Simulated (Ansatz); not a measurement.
# GaP (F-43m) at temperature and pressure, part 2 of 4

Aim: how pressure changes the thermal expansion of GaP.

Ansatz 0.2.0; DFT RPBE, scalar-relativistic, plane waves, PAW.

So far, gap on the k-mesh (eV): step 2 (probe on a coarse mesh) 1.76; step 3 (relaxing cell and atoms, k-mesh 8×8×8, smearing width 0.02 eV) 1.49.

### 6. Relaxation under pressure, pressure 5 GPa

The study at pressure needs a start near its own equilibrium, so the cell is first relaxed to that pressure.

input.yaml

```yaml
crystal:
  lattice:
    - [0.0, 2.77749101, 2.77749101]
    - [2.77749101, 0.0, 2.77749101]
    - [2.77749101, 2.77749101, 0.0]
  atoms:
    - { symbol: Ga, position: [0.0, 0.0, 0.0] }
    - { symbol: P, position: [0.25, 0.25, 0.25] }
kpoints:
  mp_grid: { grid: [8, 8, 8] }
hamiltonian:
  xc: rpbe
scf:
  occupations: { method: fixed }
output:
  forces: true
  stress: true
  eigenvalues: true
  write_density: true
  write_potential: true
  elf: true
  volumetric_format: npy
relax:
  adjacent_minimum: "off"
  f_tol: 0.001
  max_steps: 60
  cell: { stress_tol: 0.05, p_target: 5.0 }
```

On the command line:

```sh
$ ansatz run input.yaml --threads 4 --pin off --max-ram 8192MiB --backend cpu --events-out ev --progress --plain --runs-dir out
```

Numbers of over 12 decimals in the logs are rounded to 6 here.

Log:

```text
[...]
Crystal: 2 atoms, lattice volume = 42.854 Å³
Basis set: ecut = 420 eV, 869 PW (Γ), exchange–correlation on 54×54×54 points (8 copies of the dense FFT grid, shifted against one another)
Bands: 13, of which v1, the nominal top of the filled ones, is band 9 counted from 1 (8 counted from 0)
Symmetry: 24 space group operations
[...]
k-points: 29 of 512 (time reversal used)
[...]
SCF iter   1: F=—  HF=-4548.404693 eV  |F-HF|=—  |Δ(HF+E_count)|=         —  Δρ=3.25e-3  dr2=1.89e-3  ethr=1.77e-3  ⟨swp⟩=5.0  Hψ=1992  notcnv=0  defer=50
[...]
SCF iter   6: F=-4548.403378 eV  HF=-4548.403377 eV  |F-HF|=6.85e-8  |Δ(HF+E_count)|=   6.12e-7  Δρ=7.38e-6  dr2=1.78e-8  ethr=5.56e-10  ⟨swp⟩=12.3  Hψ=3503  notcnv=0
SCF 1 converged in 6 iterations: F = -4548.403378 eV  dr2 = 1.78e-8
[...]
relax step   1: F+E_penalty+E_count = -4548.40337755 eV  Δ(F+E_penalty+E_count) = +0.000e0 eV  max|allowed force component| = 2.498e-16 eV/Å  Δτ_max = 0.0000 Å  P = +0.008 GPa  Ω = 42.854 Å³  (6 SCF iters, dr2 threshold 1.00e-7 eV, accepted)
Crystal: 2 atoms, lattice volume = 40.767 Å³
Basis set: ecut = 420 eV, 821 PW (Γ), exchange–correlation on 54×54×54 points (8 copies of the dense FFT grid, shifted against one another)
[...]
SCF iter   6: F=-4548.379038 eV  HF=-4548.379038 eV  |F-HF|=1.70e-8  |Δ(HF+E_count)|=   1.14e-6  Δρ=3.76e-6  dr2=4.48e-9  ethr=1.11e-9  ⟨swp⟩=13.1  Hψ=3228  notcnv=0
SCF 2 converged in 6 iterations: F = -4548.379038 eV  dr2 = 4.48e-9
relax step   2: F+E_penalty+E_count = -4548.37903819 eV  Δ(F+E_penalty+E_count) = +2.434e-2 eV  max|allowed force component| = 6.708e-17 eV/Å  Δτ_max = 0.0000 Å  P = +3.988 GPa  Ω = 40.767 Å³  energy of the carried Pulay correction = +5.122e-4 eV  (6 SCF iters, dr2 threshold 2.00e-7 eV, accepted)
Crystal: 2 atoms, lattice volume = 40.269 Å³
Basis set: ecut = 420 eV, 749 PW (Γ), exchange–correlation on 54×54×54 points (8 copies of the dense FFT grid, shifted against one another)
[...]
SCF iter   5: F=-4548.365033 eV  HF=-4548.365033 eV  |F-HF|=6.26e-8  |Δ(HF+E_count)|=   1.28e-7  Δρ=9.01e-6  dr2=2.24e-8  ethr=1.11e-9  ⟨swp⟩=13.5  Hψ=3354  notcnv=0
SCF 3 converged in 5 iterations: F = -4548.365033 eV  dr2 = 2.24e-8
relax step   3: F+E_penalty+E_count = -4548.36503326 eV  Δ(F+E_penalty+E_count) = +1.400e-2 eV  max|allowed force component| = 4.279e-17 eV/Å  Δτ_max = 0.0000 Å  P = +5.109 GPa  Ω = 40.269 Å³  energy of the carried Pulay correction = +6.384e-4 eV  (5 SCF iters, dr2 threshold 2.00e-7 eV, accepted)
[...]
relax step   4: F+E_penalty+E_count = -4548.36653312 eV  Δ(F+E_penalty+E_count) = -1.500e-3 eV  max|allowed force component| = 9.714e-17 eV/Å  Δτ_max = 0.0000 Å  P = +4.997 GPa  Ω = 40.317 Å³  energy of the carried Pulay correction = +6.262e-4 eV  (3 SCF iters, dr2 threshold 2.97e-8 eV, accepted)
[...]
SCF iter   6: F=-4548.365936 eV  HF=-4548.365936 eV  |F-HF|=6.37e-12  |Δ(HF+E_count)|=  1.66e-10  Δρ=9.38e-8  dr2=1.82e-12  ethr=1.00e-12  ⟨swp⟩=10.4  Hψ=2571  notcnv=0
SCF 5 converged in 6 iterations: F = -4548.365936 eV  dr2 = 1.82e-12
relax step   5: F+E_penalty+E_count = -4548.36593555 eV  Δ(F+E_penalty+E_count) = +5.976e-4 eV  max|allowed force component| = 5.089e-17 eV/Å  Δτ_max = 0.0000 Å  P = +4.995 GPa  Ω = 40.317 Å³  stress off target by 4.86e-3 GPa  SCF on the basis re-selected at this cell (its energy is not comparable with the rows above)  (6 SCF iters)
basis re-selected at this cell: Δ(F+E_penalty+E_count) = +5.976e-4 eV, ΔP = -0.002 GPa vs the last step (what re-selecting the basis moved, of the pressure what is left beyond the Pulay correction that the steps carried, after the strain that the cell walked since its last selection, with what the two solves' SCF thresholds leave and, on support functions, any second-order correction that the steps lacked; it is no m [...]
SCF converged after 6 iterations
Free energy (F): -4548.365936 eV
[...]
Internal energy: -4548.365936 eV  (E = F + TS)
E sigma→0 (E₀):  -4548.365936 eV
Fermi energy:    7.232818 eV
[...]
--- Stress (GPa, compression-positive) ---
        4.995138      -0.000000      -0.000000
       -0.000000       4.995138       0.000000
       -0.000000       0.000000       4.995138
  P = ⅓ Tr σ = 4.9951 GPa (49.951 kbar)
--- Band table (eV; the first three rows and the last of 29) ---
  k-point 0: bands = [... 5 lower, -5.2635, 7.2328, 7.2328, 7.2328, 9.2246, 11.1537, 11.1537, 11.1537]
  k-point 1: bands = [... 5 lower, -5.0602, 5.6317, 7.0030, 7.0030, 9.8017, 11.5035, 11.5035, 11.7806]
  k-point 2: bands = [... 5 lower, -4.4846, 3.3834, 6.5695, 6.5695, 9.4968, 12.0103, 12.0103, 13.7064]
  k-point 28: bands = [... 5 lower, -2.1999, 0.7093, 3.6661, 3.8240, 12.0135, 12.1577, 13.4175, 13.4647]
--- Relaxed structure (4 steps of the walk, 4 accepted, 1 SCFs on fresh bases) ---
[...]
cell:  # Å, volume = 40.3166 Å³
    - [0, 2.721561, 2.721561]
    - [2.721561, 0, 2.721561]
    - [2.721561, 2.721561, 0]
  atoms:
    - { symbol: Ga, position: [0, 0, 0] }
    - { symbol: P, position: [0.25, 0.25, 0.25] }
```

Elapsed: 2.5 s, on 4 threads of Intel Xeon 6975P-C (Granite Rapids), shared host; peak memory 0.4 GiB; 8.8 s of CPU time.

The steps of the relaxation:

| step | energy less that of the first step (eV) | largest force component (eV/Å) | pressure (GPa) | volume (Å³) |
| --- | --- | --- | --- | --- |
| 1 | 0.0000 | 0.0000 | 0.01 | 42.85 |
| 2 | 0.0243 | 0.0000 | 3.99 | 40.77 |
| 3 | 0.0383 | 0.0000 | 5.11 | 40.27 |
| 4 | 0.0368 | 0.0000 | 5.00 | 40.32 |
| 5* | 0.0374 | 0.0000 | 5.00 | 40.32 |

Relaxation steps marked * repeat the geometry before them on a plane-wave basis chosen anew for their cell, so energy and pressure can jump there.

The run keeps the 24 symmetry operations that it works with, so distortions that break them were not tested.

| conventional cell, symmetrised | before | after | change |
| --- | --- | --- | --- |
| a (Å) | 5.555 | 5.443 | -2.0 % |
| b (Å) | 5.555 | 5.443 | -2.0 % |
| c (Å) | 5.555 | 5.443 | -2.0 % |
| volume (Å³/atom) | 21.43 | 20.16 | -5.9 % |

Final coordinates:

```xyz
2
Lattice="0.0000 2.7216 2.7216 2.7216 0.0000 2.7216 2.7216 2.7216 0.0000" Properties=species:S:1:pos:R:3 pbc="T T T"
Ga    0.0000    0.0000    0.0000
P     1.3608    1.3608    1.3608
```

Numbers from this step:

| Quantity | Value |
| --- | --- |
| pressure | 4.995 GPa |
| gap on the k-mesh | 1.726 eV |
| volume per atom | 20.16 Å³ |

Valence density in the ac plane of a cell with a along [110], b along [-110] and c along [001] of the cube at fractional y = 0.000, with atoms of Ga and P within 0.2 Å of it. It is the smooth field of the valence electrons, not physical close to the nuclei.

Ten steps, logarithmic in the rise over the least value, from '0' (0 e/Å³) to '9' (34 e/Å³), each cell a mean:
```
852111112587311111137
322222222233222222223
111221221111122112211
001210121000112002110
001121211000012112100
000112110000001211000
000001000000000110000
000000000000000000000
000000000000000000000
000000000000000000000
000000000000000000000
110000000111100000011
631000001365200000025
962100012698310000148
```
Columns run along a (7.7 Å), rows up along c (5.4 Å), edges of the conventional cell, whose origin can differ from the input's. Atoms in or near the plane, at fractional coordinates: Ga at (0.50, 0.00), Ga at (0.00, 0.00), P at (0.75, 0.75), P at (0.25, 0.75).

Electrostatic potential energy in the ac plane of a cell with a along [110], b along [-110] and c along [001] of the cube at fractional y = 0.000, with atoms of Ga and P within 0.2 Å of it. With pseudopotentials it is smooth inside the atoms' cores, unlike the true potential.

Values in eV, 8 rows by 16 columns, each cell a mean:
```
-15  -9   2  -2  -4   2  -5 -14 -15  -9   2  -2  -4   2  -5 -14
  2   4 -10 -46 -51 -23   3   3   2   4 -10 -46 -51 -23   3   3
 10   8  -6 -37 -43 -17   6  10  10   8  -6 -37 -43 -17   6  10
 11  10   8   4   3   7  10  11  11  10   8   4   3   7  10  11
 11  11  11  10  10  11  11  11  11  11  11  10  10  11  11  11
 10  10  11  11  11  11  10  10  10  10  11  11  11  11  10  10
 -3   3   8  10  10   9   5  -2  -3   3   8  10  10   9   5  -2
-15 -12   4   9  10   7  -7 -15 -15 -12   4   9  10   7  -7 -15
```
Columns run along a (7.7 Å; values clipped at the 3rd and 97th percentile), rows up along c (5.4 Å), edges of the conventional cell, whose origin can differ from the input's. Atoms in or near the plane, at fractional coordinates: Ga at (0.50, 0.00), Ga at (0.00, 0.00), P at (0.75, 0.75), P at (0.25, 0.75).

ELF in the ac plane of a cell with a along [110], b along [-110] and c along [001] of the cube at fractional y = 0.000, with atoms of Ga and P within 0.2 Å of it. It is the smooth field of the valence electrons, not physical close to the nuclei.

Ten even steps from '0' (0.01) to '9' (0.87), each cell a mean:
```
013788873100258888520
136997996212489889842
258951598423798228973
258810288523785005873
136753576311576446751
014788874100257887520
001467641000035775200
000123210000001221000
000000000000000000000
110000000111000000001
221000001222210000122
222100012222210000122
122211122211222112221
112454432010134444310
```
Columns run along a (7.7 Å), rows up along c (5.4 Å), edges of the conventional cell, whose origin can differ from the input's. Atoms in or near the plane, at fractional coordinates: Ga at (0.50, 0.00), Ga at (0.00, 0.00), P at (0.75, 0.75), P at (0.25, 0.75).

(Part 2 of 4 ends here.)

[Logs are printed without paths, hosts, clocks, repeated set-up lines and the standing remarks that a program may print on its own settings, such as how far it seeks lower states.]

[Hosts, paths, dates, database ids (printed as entryN), source tags and the programs' standing remarks are cut or masked in the printed files.]

[A step with changed settings may run another functional than the one named; its input shows which.]
